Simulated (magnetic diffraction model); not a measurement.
# Moment size from magnetic intensity in Rb3Co

Space group I4/mmm (no. 139), a = 11.7370 Å, c = 12.1920 Å.

| site | atom | x | y | z |
| --- | --- | --- | --- | --- |
| 16n | Rb | 0 | 0.2592 | 0.1766 |
| 8h | Rb | 0.8122 | 0.1878 | 1/2 |
| 4c | Co | 0 | 1/2 | 0 |
| 2b | Co | 0 | 0 | 1/2 |
| 2a | Co | 0 | 0 | 0 |

The compound is invented for this exercise: a known structure type with other elements, its cell scaled to their sizes and not relaxed.

Only Co is taken to order (form factors of Co2+); orders and moment sizes are assumed, and not adapted to the symmetry. Radiation: neutrons of λ = 2.41 Å, 5° to 45°; isotropic B of 0.13 Å² (Rb) and 0.14 Å² (Co). The intensities are simulated: I ∝ L Σ (|F_N|² + |F_M⊥|²) for unpolarised neutrons, with F_M = 2.695 fm/μB × Σ f(s) S exp(2πi Q·r) exp(−B s²) at Q = H ± k (one set where k and −k are equivalent), only the part normal to Q counting and L = 1/(sin²θ cos θ). For collinear order S is the moment m, which repeats by lattice and centring translations R with the sign exp(−2πi k·R). Form factors are spin-only for 3d ions and dipole or tabulated for f ions, scattering lengths are Sears's of 1992, and absorption is left out. A label names one of the reflections at its angle. The strongest nuclear line in the range is 100, and lines under 0.2 are left out.

In a first state the assumed order is k = (1/2 1/2 0), collinear moments along [001], 1.17 μB on Co; signs + at (0, 1/2, 0), + at (1/2, 0, 0), + at (0, 0, 1/2), + at (0, 0, 0), with this pattern:

```csv
2θ (°),index,nuclear,magnetic
8.33,(1/2 1/2 0),0.0,12.7
16.39,(1 0 1),0.2,0.0
18.68,(3/2 -1/2 0),0.0,4.8
22.80,(0 0 2),0.4,0.0
23.70,(2 0 0),4.1,0.0
24.31,(1/2 1/2 2),0.0,0.3
25.16,(3/2 3/2 0),0.0,1.3
28.39,(1 1 2),2.2,0.0
28.95,(2 1 1),3.5,0.0
29.64,(3/2 -1/2 2),0.0,1.4
30.35,(5/2 1/2 0),0.0,1.7
33.12,(2 0 2),4.6,0.0
33.76,(2 2 0),21.8,0.0
34.21,(3/2 3/2 2),0.0,0.7
34.83,(5/2 -3/2 0),0.0,1.2
36.57,(1 0 3),50.0,0.0
```
(The table stops after 16 lines; 8 more lie at higher angle.)

**Question.** Nearer the ordering temperature the line at 8.33° has total intensity 1.1 on the same scale, and all moments have shrunk alike. How large is the Co moment?

The nuclear part, 0.0, stays, so the magnetic part is 1.1 against 12.7. It goes as m², so m = 1.17 × √(1.1/12.7) = 0.34 μB; the value used was 0.35 μB.

[Logs are printed without paths, hosts, clocks, repeated set-up lines and the standing remarks that a program may print on its own settings, such as how far it seeks lower states.]
